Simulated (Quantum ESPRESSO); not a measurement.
# RbMnF3: orders under volume, part 2 of 2

Aim: follow moments and order energies of RbMnF3 with volume.

Quantum ESPRESSO 7.5; LDA with U = 4 eV on Mn d (ortho-atomic projectors); plane waves with GBRV 1.5 LDA potentials, no spin-orbit coupling.

So far, absolute magnetization (μB): step 2 (volume 0.8, ferro +) 5.00.

## 4. Volume 0.8, no spin polarisation

pw.in reads:

```
&CONTROL
  calculation = 'scf'
  prefix = 'pwscf'
  outdir = './tmp'
  pseudo_dir = './pseudo'
  disk_io = 'nowf'
  tprnfor = .true.
  tstress = .true.
/
&SYSTEM
  ibrav = 0
  nat = 5
  ntyp = 3
  ecutwfc = 40
  ecutrho = 280
  nbnd = 32
  occupations = 'smearing'
  smearing = 'fd'
  degauss = 0.00734986
/
&ELECTRONS
  conv_thr = 1d-08
  electron_maxstep = 150
  mixing_beta = 0.3
/
ATOMIC_SPECIES
Rb     85.4678 rb_lda_v1.uspp.F.UPF
Mn     54.9380 mn_lda_v1.5.uspp.F.UPF
F      18.9984 f_lda_v1.4.uspp.F.UPF
CELL_PARAMETERS angstrom
   3.9290790847    0.0000000000    0.0000000000
   0.0000000000    3.9290790847    0.0000000000
   0.0000000000    0.0000000000    3.9290790847
ATOMIC_POSITIONS crystal
Rb      0.0000000000    0.0000000000    0.0000000000
Mn      0.5000000000    0.5000000000    0.5000000000
F       0.5000000000    0.0000000000    0.5000000000
F       0.5000000000    0.5000000000    0.0000000000
F       0.0000000000    0.5000000000    0.5000000000
K_POINTS automatic
6 6 6 0 0 0
HUBBARD {ortho-atomic}
U Mn-3d 4.0000
```

Started as:

```sh
OMP_NUM_THREADS=1 mpirun -n 4 pw.x -nk 4 -in pw.in > pw.out
```

What it wrote:

```text
     [... lines left out ...]
Program PWSCF v.7.5 starts
     [... lines left out ...]
     number of atoms/cell      =            5
     [... lines left out ...]
     number of electrons       =        45.00
     number of Kohn-Sham states=           32
     kinetic-energy cutoff     =      40.0000  Ry
     charge density cutoff     =     280.0000  Ry
     scf convergence threshold =      1.0E-08
     [... lines left out ...]
     48 Sym. Ops., with inversion, found
     [... lines left out ...]
     number of k points=    20  Fermi-Dirac smearing, width (Ry)=  0.0073
     [... lines left out ...]
     iteration #  9     ecut=    40.00 Ry     beta= 0.30
     [... lines left out ...]
     Tr[ns(  2)] =   5.57199
     [... lines left out ...]
     the Fermi energy is     9.3642 ev
!    total energy              =    -410.22833101 Ry
     estimated scf accuracy    <          5.1E-09 Ry
     smearing contrib. (-TS)   =      -0.01084366 Ry
     [... lines left out ...]
     convergence has been achieved in   9 iterations
     [... lines left out ...]
     Total force =     0.000000     Total SCF correction =     0.000000
     [... lines left out ...]
          total   stress  (Ry/bohr**3)                   (kbar)     P=       15.82
     [... lines left out ...]
```

The job ended after 5.8 s (4 MPI ranks of Arm Neoverse V2, shared host; peak memory 0.36 GiB; 23 s of CPU time).

This step gave:

```
smearing term TS : 0.1475 eV
pressure         : 1.582 GPa
final state      : non-magnetic (no spin polarisation)
```

## 5. Volume 1.16, ferro +

Changes to pw.in since step 4:

```diff
@@ -15,3 +15,3 @@
   ecutrho = 280
-  nbnd = 32
+  nbnd = 34
   occupations = 'smearing'
@@ -19,2 +19,6 @@
   degauss = 0.00734986
+  nspin = 2
+  starting_magnetization(1) = 0
+  starting_magnetization(2) = 0.3
+  starting_magnetization(3) = 0
 /
@@ -30,5 +34,5 @@
 CELL_PARAMETERS angstrom
-   3.9290790847    0.0000000000    0.0000000000
-   0.0000000000    3.9290790847    0.0000000000
-   0.0000000000    0.0000000000    3.9290790847
+   4.4471328611    0.0000000000    0.0000000000
+   0.0000000000    4.4471328611    0.0000000000
+   0.0000000000    0.0000000000    4.4471328611
 ATOMIC_POSITIONS crystal
```

What it wrote:

```text
     [... lines left out ...]
Program PWSCF v.7.5 starts
     [... lines left out ...]
     number of atoms/cell      =            5
     [... lines left out ...]
     number of electrons       =        45.00
     number of Kohn-Sham states=           34
     kinetic-energy cutoff     =      40.0000  Ry
     charge density cutoff     =     280.0000  Ry
     scf convergence threshold =      1.0E-08
     [... lines left out ...]
     48 Sym. Ops., with inversion, found
     [... lines left out ...]
     number of k points=    20  Fermi-Dirac smearing, width (Ry)=  0.0073
     [... lines left out ...]
     iteration # 10     ecut=    40.00 Ry     beta= 0.30
     [... lines left out ...]
     Magnetic moment per site  (integrated on atomic sphere of radius R)
     atom   1 (R=0.292)  charge=  7.4767  magn= -0.0001
     atom   2 (R=0.206)  charge= 12.4955  magn=  4.3419
     atom   3 (R=0.206)  charge=  6.8161  magn=  0.0426
     atom   4 (R=0.206)  charge=  6.8161  magn=  0.0426
     atom   5 (R=0.206)  charge=  6.8161  magn=  0.0426
     [... lines left out ...]
     Tr[ns(  2)] (up, down, total) =   4.98668  0.17636  5.16304
     [... lines left out ...]
     the Fermi energy is     5.1539 ev
!    total energy              =    -410.47029895 Ry
     estimated scf accuracy    <          4.3E-09 Ry
     smearing contrib. (-TS)   =      -0.00000001 Ry
     [... lines left out ...]
     total magnetization       =     5.00 Bohr mag/cell
     absolute magnetization    =     5.00 Bohr mag/cell
     convergence has been achieved in  10 iterations
     [... lines left out ...]
     Total force =     0.000000     Total SCF correction =     0.000000
     [... lines left out ...]
          total   stress  (Ry/bohr**3)                   (kbar)     P=     -101.30
     [... lines left out ...]
```

Wall time 18 s (4 MPI ranks); peak memory 0.5 GiB.

This step gave:

```
smearing term TS       : 1.03e-7 eV
pressure               : -10.13 GPa
magnetization          : 5 μB
absolute magnetization : 5.003 μB
final state            : ferromagnetic
largest moment         : 4.342 μB
```

## 6. The series

The runs not shown differ from these in the moved quantity alone.

States, by row:

```tsv
volume	ferro +	antiferro q=(0,0,1/2) +-	no spin polarisation
0.8	ferromagnetic	antiferromagnetic	non-magnetic
0.86	ferromagnetic	antiferromagnetic	non-magnetic
0.92	ferromagnetic	antiferromagnetic	non-magnetic
0.96	ferromagnetic	antiferromagnetic	non-magnetic
1	ferromagnetic	antiferromagnetic	non-magnetic
1.05	ferromagnetic	antiferromagnetic	non-magnetic
1.1	ferromagnetic	antiferromagnetic	non-magnetic
1.16	ferromagnetic	antiferromagnetic	non-magnetic
```

The largest site moment by volume:

```tsv
volume (factor)	ferro + (μB)	antiferro q=(0,0,1/2) +- (μB)
0.800	4.04	4.02
0.860	4.10	4.09
0.920	4.16	4.15
0.960	4.19	4.19
1.000	4.23	4.22
1.050	4.27	4.26
1.100	4.30	4.30
1.160	4.34	4.34
```

Table of energy less that of the parallel start by volume; values in meV a seeded atom:

```tsv
volume (factor)	antiferro q=(0,0,1/2) +-	no spin polarisation
0.800	-33.3	3214
0.860	-24.1	3706
0.920	-17.5	4109
0.960	-14.2	4338
1.000	-11.6	4540
1.050	-8.89	4760
1.100	-6.82	4951
1.160	-4.92	5147
```

The energy over the lowest by volume; values in meV an atom:

```tsv
volume (factor)	ferro +	antiferro q=(0,0,1/2) +-	no spin polarisation
0.800	134	127	776
0.860	45.2	40.3	786
0.920	7.64	4.13	829
0.960	2.85	0	870
1.000	10.4	8.05	918
1.050	33.0	31.3	985
1.100	66.8	65.4	1057
1.160	118	117	1147
```

## 7. What came out

- moment, parallel start: 4.04 to 4.34 μB
- states met from these starts: antiferromagnetic and ferromagnetic

The moment of the parallel start goes from 4.04 μB at 0.8 to 4.34 μB at 1.16. The net moment of the cell goes from 5 to 5 μB. The radius of the spheres follows the nearest distance, so part of the change of the site moments is the spheres'. The largest moment of the start antiferro q=(0,0,1/2) +- lies between 4.02 and 4.34 μB. The start antiferro q=(0,0,1/2) +- lies under the parallel one at every finished point, by 4.92 to 33.3 meV a seeded atom. Energies are free energies at an electronic temperature of 1160 K, which lowers moments and differences where the moments are itinerant.

[Logs and program files are shortened in this print: banners, set-up blocks, solver, clock and traceback lines can be left out without a mark of their own.]

[Logs are printed without paths, hosts, clocks, repeated set-up lines and the standing remarks that a program may print on its own settings, such as how far it seeks lower states.]

[Hosts, paths, dates, database ids (printed as entryN), source tags and the programs' standing remarks are cut or masked in the printed files.]

[Where a cell is said to come from a database of computed structures, the database is the Materials Project.]
